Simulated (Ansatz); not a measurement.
Whose spectrum is this?

Method: Ansatz, PBE, independent particles, without spin-orbit coupling, line width 0.1 eV (Gaussian); metals get a typed carrier damping. The response is along the first axis of the cell.

E (eV), Im ε and a bar:
```
     0.00       0.00 
     0.25       0.00 
     0.50       0.00 
     0.75       0.00 
     1.00       0.00 
     1.25       0.00 
     1.50       0.00 
     1.75       0.00 
     2.00       0.00 
     2.25       0.00 
     2.50       0.00 
     2.75       0.00 
     3.00       0.00 
     3.25       0.00 
     3.50       0.00 
     3.75       0.16 
     4.00       0.52 #
     4.25       0.72 #
     4.50       1.46 ##
     4.75       3.04 #####
     5.00       4.66 ########
     5.25      10.07 #################
     5.50      12.72 #####################
     5.75      14.16 #######################
     6.00      18.25 ##############################
     6.25      16.52 ###########################
     6.50      11.41 ###################
     6.75       8.67 ##############
     7.00       7.78 #############
     7.25       8.77 ##############
     7.50      11.08 ##################
     7.75      10.49 #################
     8.00       9.36 ###############
     8.25       8.81 ##############
     8.50       6.76 ###########
     8.75       5.13 ########
     9.00       4.15 #######
     9.25       3.68 ######
     9.50       3.47 ######
     9.75       3.15 #####
    10.00       2.84 #####
```

To which candidate does it belong?
A. MgS (Fm-3m)
B. Mg3Te2 (R32)
C. ZnS (P6_3mc)

A. MgS (Fm-3m): least direct gap 3.72 eV, ε∞ = 5.90 along the first axis, strongest peak along the first axis at 6.10 eV. The others: Mg3Te2 (R32), a metal, with a Drude term, main peak of the conductivity above 1 eV at 5.00 eV; ZnS (P6_3mc), least direct gap 2.25 eV, ε∞ = 6.23 along the first axis, strongest peak along the first axis at 6.95 eV.

Cells made by substitution are models, which may or may not match a known phase.

[Logs are printed without paths, hosts, clocks, repeated set-up lines and the standing remarks that a program may print on its own settings, such as how far it seeks lower states.]
